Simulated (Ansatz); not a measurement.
# SnTe (Fm-3m): zone-centre modes under pressure, part 2 of 2

Aim: how do the optical modes of SnTe (Fm-3m) move with volume?

Ansatz 0.2.0; DFT LDA, scalar-relativistic, plane waves, PAW; PAW set soft_1.

So far, highest optical mode at the zone centre (no LO-TO term) (cm⁻¹): step 4 (zone-centre response at rest) 28.7.

The database entry behind the starting cell differs from later determinations by our own check (about 0.3 % short), so it need not match the best structure at ambient conditions.

### Step 5. Ground state of a member: 1.04 times the volume at rest

The cell is set to 1.04 times the volume at rest; symmetry leaves nothing else free, so this is a single point.

input.yaml

```yaml
crystal:
  lattice:
    - [0.0, 3.1588742125, 3.1588742125]
    - [3.1588742125, 0.0, 3.1588742125]
    - [3.1588742125, 3.1588742125, 0.0]
  atoms:
    - { symbol: Sn, position: [0.0, 0.0, 0.0] }
    - { symbol: Te, position: [0.5, 0.5, 0.5] }
kpoints:
  mp_grid: { grid: [12, 12, 12] }
hamiltonian:
  xc: lda
  pseudopotentials: { kind: paw, azcp: { folder: soft_1 }, xc_functional: pbe }
scf:
  occupations: { method: gaussian, width: 0.01 }
output:
  forces: true
  stress: true
  eigenvalues: true
```

Started as:

```sh
$ ansatz run input.yaml --threads 4 --pin off --max-ram 10240MiB --backend cpu --events-out ev --progress --plain --runs-dir out
```

Numbers of over 12 decimals in the logs are rounded to 6 here.

What it wrote:

```text
[...]
Crystal: 2 atoms, lattice volume = 63.042 Å³
Basis set: ecut = 420 eV, 1243 PW (Γ)
Bands: 19, of which v1, the nominal top of the filled ones, is band 15 counted from 1 (14 counted from 0)
Symmetry: 48 space group operations
[...]
k-points: 72 of 1728
[...]
SCF iter   1: F=—  HF=-12707.412839 eV  |F-HF|=—  |Δ(HF+E_count)|=         —  Δρ=1.05e-2  dr2=8.13e-2  ethr=3.10e-3  ⟨swp⟩=7.6  Hψ=8196  notcnv=0
[...]
SCF iter   6: F=-12707.396191 eV  HF=-12707.396191 eV  |F-HF|=1.02e-9  |Δ(HF+E_count)|=   2.18e-8  Δρ=4.25e-6  dr2=5.38e-9  ethr=3.33e-10  ⟨swp⟩=6.2  Hψ=6367  notcnv=0
SCF 1 converged in 6 iterations: F = -12707.396191 eV  dr2 = 5.38e-9
[...]
SCF converged after 6 iterations
Free energy (F): -12707.396191 eV
[...]
Internal energy: -12707.396191 eV  (E = F + TS)
E sigma→0 (E₀):  -12707.396191 eV
Fermi energy:    9.239020 eV
[...]
--- Stress (GPa, compression-positive) ---
       -1.818227       0.000000       0.000000
        0.000000      -1.818227       0.000000
        0.000000       0.000000      -1.818227
  P = ⅓ Tr σ = -1.8182 GPa (-18.182 kbar)
--- Band table (eV; the first three rows and the last of 72) ---
  k-point 0: bands = [... 11 lower, 4.3692, 7.1540, 7.1540, 7.1540, 12.5208, 12.5208, 12.5208, 14.0941]
  k-point 1: bands = [... 11 lower, 4.0519, 7.1644, 7.1644, 7.3791, 12.1970, 12.1970, 12.2009, 14.0162]
  k-point 2: bands = [... 11 lower, 3.3348, 7.1992, 7.1992, 7.8257, 11.5177, 11.5177, 11.5299, 14.0357]
  k-point 71: bands = [... 11 lower, 1.8225, 4.4938, 4.4938, 8.4318, 10.0513, 13.8678, 13.8678, 15.2285]
```

Wall time 2.1 s (4 threads of Arm Neoverse N1, shared host); peak memory 0.38 GiB.

This step gave:

* pressure: -1.818 GPa
* gap on the k-mesh: 0.08497 eV
* volume per atom: 31.52 Å³

The forces vanish by symmetry, at a pressure of -1.82 GPa.

### Step 6. Modes of this member: 1.04 times the volume at rest

The zone-centre modes follow for 1.04 times the volume at rest.

Changes to input.yaml since step 5:

```diff
@@ -16,4 +16,4 @@
 output:
-  forces: true
-  stress: true
   eigenvalues: true
+phonons:
+  method: dfpt
```

What it wrote:

```text
[...]
Crystal: 2 atoms, lattice volume = 63.042 Å³
Basis set: ecut = 420 eV, 1243 PW (Γ), exchange–correlation on 60×60×60 points (8 copies of the dense FFT grid, shifted against one another)
Bands: 19, of which v1, the nominal top of the filled ones, is band 15 counted from 1 (14 counted from 0)
Symmetry: 48 space group operations
k-points: 163 of 1728 (irreducible under 8 space group operations, time reversal used)
[...]
SCF iter   1: F=—  HF=-12707.412541 eV  |F-HF|=—  |Δ(HF+E_count)|=         —  Δρ=1.05e-2  dr2=8.14e-2  ethr=3.10e-3  ⟨swp⟩=7.6  Hψ=18644  notcnv=0
[...]
SCF iter   8: F=-12707.396192 eV  HF=-12707.396192 eV  |F-HF|=1.82e-12  |Δ(HF+E_count)|=  1.38e-10  Δρ=5.32e-8  dr2=1.25e-12  ethr=1.00e-12  ⟨swp⟩=5.3  Hψ=17154  notcnv=0
SCF 1 converged in 8 iterations: F = -12707.396192 eV  dr2 = 1.25e-12
[...]
SCF converged after 8 iterations
Free energy (F): -12707.396192 eV
[...]
Internal energy: -12707.396192 eV  (E = F + TS)
E sigma→0 (E₀):  -12707.396192 eV
Fermi energy:    9.239021 eV
[...]
--- Band table (eV; the first three rows and the last of 163) ---
  k-point 0: bands = [... 11 lower, 4.3692, 7.1540, 7.1540, 7.1540, 12.5208, 12.5208, 12.5208, 14.0941]
  k-point 1: bands = [... 11 lower, 4.0519, 7.1644, 7.1644, 7.3792, 12.1970, 12.1970, 12.2009, 14.0162]
  k-point 2: bands = [... 11 lower, 3.3348, 7.1992, 7.1992, 7.8257, 11.5177, 11.5177, 11.5299, 14.0357]
  k-point 162: bands = [... 11 lower, 1.8225, 4.4938, 4.4938, 8.4318, 10.0513, 13.8678, 13.8678, 15.2285]
[...]
ASR residual: 3.356e-5 → 0.000e0 eV/Å²; symmetrization residual: 1.593e-5 eV/Å²
  ASR residual per site (eV/Å²): 3.36e-5 1.61e-5
  Γ frequencies (cm⁻¹): -36.19 -36.19 -36.19 0.00 0.00 0.00
[...]
```

It took 23 s on 4 threads; peak memory 0.78 GiB; 86 s of CPU time.

Numbers from this step:

| Quantity | Value |
| --- | --- |
| gap on the k-mesh | 0.08498 eV |
| sum-rule residual before enforcement | 3.36e-5 eV/Å² |
| highest optical mode at the zone centre (no LO-TO term) | -36.19 cm⁻¹ |
| lowest optical zone-centre mode | -36.19 cm⁻¹ |

Without the LO-TO term. Patterns of degenerate modes are one choice out of their space. The modes at Γ (shares of kinetic energy by element, %) (negative means imaginary):

| mode | frequency (cm⁻¹) | symmetry | Sn % | Te % |
| --- | --- | --- | --- | --- |
| 1 | -36.2 | T1u | 52 | 48 |
| 2 | -36.2 | T1u | 52 | 48 |
| 3 | -36.2 | T1u | 52 | 48 |
| 4 | 0.0 | acoustic | 48 | 52 |
| 5 | 0.0 | acoustic | 48 | 52 |
| 6 | 0.0 | acoustic | 48 | 52 |

Displacements in mode 1 (-36.2 cm⁻¹), the largest set to 1:
```
Sn1  0.00  0.09  1.00
Te2  0.00 -0.08 -0.93
```

The optical mode without the LO-TO term lies at -36.2 cm⁻¹.

Between step 4 and this run (volume ratio 1.04) the value for the highest optical mode at the zone centre (no LO-TO term) moves from 28.7 cm⁻¹ to -36.2 cm⁻¹.

### Step 7. Ground state of a member: 0.9 times the volume at rest

The cell is set to 0.9 times the volume at rest; symmetry leaves nothing else free, so this is a single point.

input.yaml, the sections that differ from step 6:

```yaml
crystal:
  lattice:
    - [0.0, 3.0102464705, 3.0102464705]
    - [3.0102464705, 0.0, 3.0102464705]
    - [3.0102464705, 3.0102464705, 0.0]
  atoms:
    - { symbol: Sn, position: [0.0, 0.0, 0.0] }
    - { symbol: Te, position: [0.5, 0.5, 0.5] }
output:
  forces: true
  stress: true
  eigenvalues: true
# kpoints, hamiltonian, scf: as in step 6
# phonons: removed
```

What it wrote:

```text
[...]
Crystal: 2 atoms, lattice volume = 54.555 Å³
Basis set: ecut = 420 eV, 1067 PW (Γ)
Bands: 19, of which v1, the nominal top of the filled ones, is band 15 counted from 1 (14 counted from 0)
Symmetry: 48 space group operations
[...]
k-points: 72 of 1728
[...]
--- Band table (eV; the first three rows and the last of 72) ---
  k-point 0: bands = [... 11 lower, 7.3449, 9.0862, 9.0862, 9.0862, 15.1684, 15.1684, 15.1684, 16.1849]
  k-point 1: bands = [... 11 lower, 6.7427, 9.0967, 9.0967, 9.5624, 14.7525, 14.7525, 14.7867, 16.0991]
  k-point 2: bands = [... 11 lower, 5.6609, 9.1333, 9.1333, 10.2597, 13.9323, 13.9323, 14.0536, 16.1397]
  k-point 71: bands = [... 11 lower, 3.6261, 5.8760, 5.8760, 10.7994, 12.3993, 16.1809, 16.1809, 18.3105]
[key lines of the parts left out:]
SCF converged after 6 iterations
Free energy (F): -12707.294466 eV
Fermi energy:    11.592477 eV
P = ⅓ Tr σ = 6.7499 GPa (67.499 kbar)
```

Elapsed: 1.8 s, on 4 threads; peak memory 0.37 GiB.

Numbers from this step:

```yaml
pressure: 6.750 GPa
gap_on_the_k_mesh: 0.2363 eV
volume_per_atom: 27.28 Å³
```

The forces vanish by symmetry, at a pressure of 6.75 GPa.

### Step 8. Modes of this member: 0.9 times the volume at rest

The zone-centre modes follow for 0.9 times the volume at rest.

Changes to input.yaml since step 7:

```diff
@@ -16,4 +16,4 @@
 output:
-  forces: true
-  stress: true
   eigenvalues: true
+phonons:
+  method: dfpt
```

What it wrote:

```text
[...]
Crystal: 2 atoms, lattice volume = 54.555 Å³
Basis set: ecut = 420 eV, 1067 PW (Γ), exchange–correlation on 60×60×60 points (8 copies of the dense FFT grid, shifted against one another)
Bands: 19, of which v1, the nominal top of the filled ones, is band 15 counted from 1 (14 counted from 0)
Symmetry: 48 space group operations
k-points: 163 of 1728 (irreducible under 8 space group operations, time reversal used)
[...]
k-point 1: bands = [... 11 lower, 6.7427, 9.0967, 9.0967, 9.5624, 14.7525, 14.7525, 14.7867, 16.0991]
  k-point 2: bands = [... 11 lower, 5.6609, 9.1333, 9.1333, 10.2597, 13.9323, 13.9323, 14.0536, 16.1397]
  k-point 162: bands = [... 11 lower, 3.6261, 5.8760, 5.8760, 10.7994, 12.3993, 16.1810, 16.1810, 18.3105]
[...]
ASR residual: 3.988e-5 → 0.000e0 eV/Å²; symmetrization residual: 3.547e-6 eV/Å²
  ASR residual per site (eV/Å²): 3.99e-5 2.88e-5
  Γ frequencies (cm⁻¹): 0.00 0.00 0.00 80.11 80.11 80.11
[...]
[key lines of the parts left out:]
SCF converged after 8 iterations
Free energy (F): -12707.294467 eV
Fermi energy:    11.592474 eV
```

The job ended after 19 s (4 threads; peak memory 0.73 GiB).

This step gave:

| Item | Value |
| --- | --- |
| sum-rule residual before enforcement | 3.99e-5 eV/Å² |
| highest optical mode at the zone centre (no LO-TO term) | 80.11 cm⁻¹ |
| lowest optical zone-centre mode | 80.11 cm⁻¹ |

Without the LO-TO term. Patterns of degenerate modes are one choice out of their space. The modes at Γ (shares of kinetic energy by element, %):

| mode | frequency (cm⁻¹) | symmetry | Sn % | Te % |
| --- | --- | --- | --- | --- |
| 1 | 0.0 | acoustic | 48 | 52 |
| 2 | 0.0 | acoustic | 48 | 52 |
| 3 | 0.0 | acoustic | 48 | 52 |
| 4 | 80.1 | T1u | 52 | 48 |
| 5 | 80.1 | T1u | 52 | 48 |
| 6 | 80.1 | T1u | 52 | 48 |

The optical mode without the LO-TO term lies at 80.1 cm⁻¹.

For the highest optical mode at the zone centre (no LO-TO term), step 4 gave 28.7 cm⁻¹; this run, with volume ratio 0.9, gives 80.1 cm⁻¹ (+179 %).

### Step 9. The series together

The members are set side by side, also those not shown above.

Each row is one cell with its response, relaxed at fixed volume as far as symmetry leaves anything free; energies are extrapolated to zero smearing, and E0 is that at rest; imaginary frequencies occur in the series; members with a gap under 0.05 eV are left out; shape and atoms are relaxed in each cell where symmetry leaves them free. State of the crystal along the series:

| volume ratio | V (Å³/atom) | pressure (GPa) | E - E0 (meV/atom) | gap on mesh (eV) |
| --- | --- | --- | --- | --- |
| 0.9 | 27.28 | 6.75 | 57.99 | 0.2362 |
| 0.92 | 27.88 | 5.085 | 35.66 | 0.2855 |
| 0.94 | 28.49 | 3.596 | 19.29 | 0.3103 |
| 0.96 | 29.1 | 2.263 | 8.253 | 0.3188 |
| 0.98 | 29.7 | 1.07 | 1.989 | 0.259 |
| 0.99 | 30 | 0.5201 | 0.4905 | 0.2282 |
| 1 | 30.31 | -5.90e-5 | 0 | 0.1982 |
| 1.02 | 30.91 | -0.9588 | 1.85 | 0.1402 |
| 1.04 | 31.52 | -1.818 | 7.13 | 0.08497 |

Each mode is tracked from rest by its pattern, and modes that stay within 0.3 cm⁻¹ of each other stand once; imaginary frequencies occur in the series; members with a gap under 0.05 eV are left out; shape and atoms are relaxed in each cell where symmetry leaves them free. Optical modes along the series:

| V (Å³/atom) | mode 4 T1u (cm⁻¹) |
| --- | --- |
| 27.28 | 80.11 |
| 27.88 | 71.93 |
| 28.49 | 63.27 |
| 29.1 | 53.81 |
| 29.7 | 42.9 |
| 30 | 36.45 |
| 30.31 | 28.68 |
| 30.91 | -13.88 |
| 31.52 | -36.19 |

### Step 10. Outcome

```yaml
members: 9
highest_optical_mode_at_the_zone_centre_no_lo_to_term_at_rest: 28.68 cm⁻¹
bulk_modulus_at_rest: 50.6 GPa
```

What this shows: The series spans -1.8 to 6.7 GPa, and the slope at rest gives a bulk modulus of 51 GPa. A mode is imaginary at volume ratio 1.02 and 1.04, where this structure is not a minimum. The gap on the mesh falls to 0.08 eV within the series. One k mesh and one cutoff serve the ground states and modes of all volumes. At volume ratio 1.06 the gap on the mesh is under 0.05 eV, where mesh and smearing no longer suit, so this member is left out. These are harmonic frequencies at zero temperature: anharmonic shifts, linewidths and thermal expansion are left out. Spin-orbit coupling is left out, which can matter for the heavy elements here. The PAW files were made for PBE; the program adapts parts of them to the functional of the run, but their partial waves stay those of PBE, an approximation that was not tested in this session. Only the zone centre was solved, so an instability at another wavevector cannot show here.

[Logs are printed without paths, hosts, clocks, repeated set-up lines and the standing remarks that a program may print on its own settings, such as how far it seeks lower states.]

[Hosts, paths, dates, database ids (printed as entryN), source tags and the programs' standing remarks are cut or masked in the printed files.]
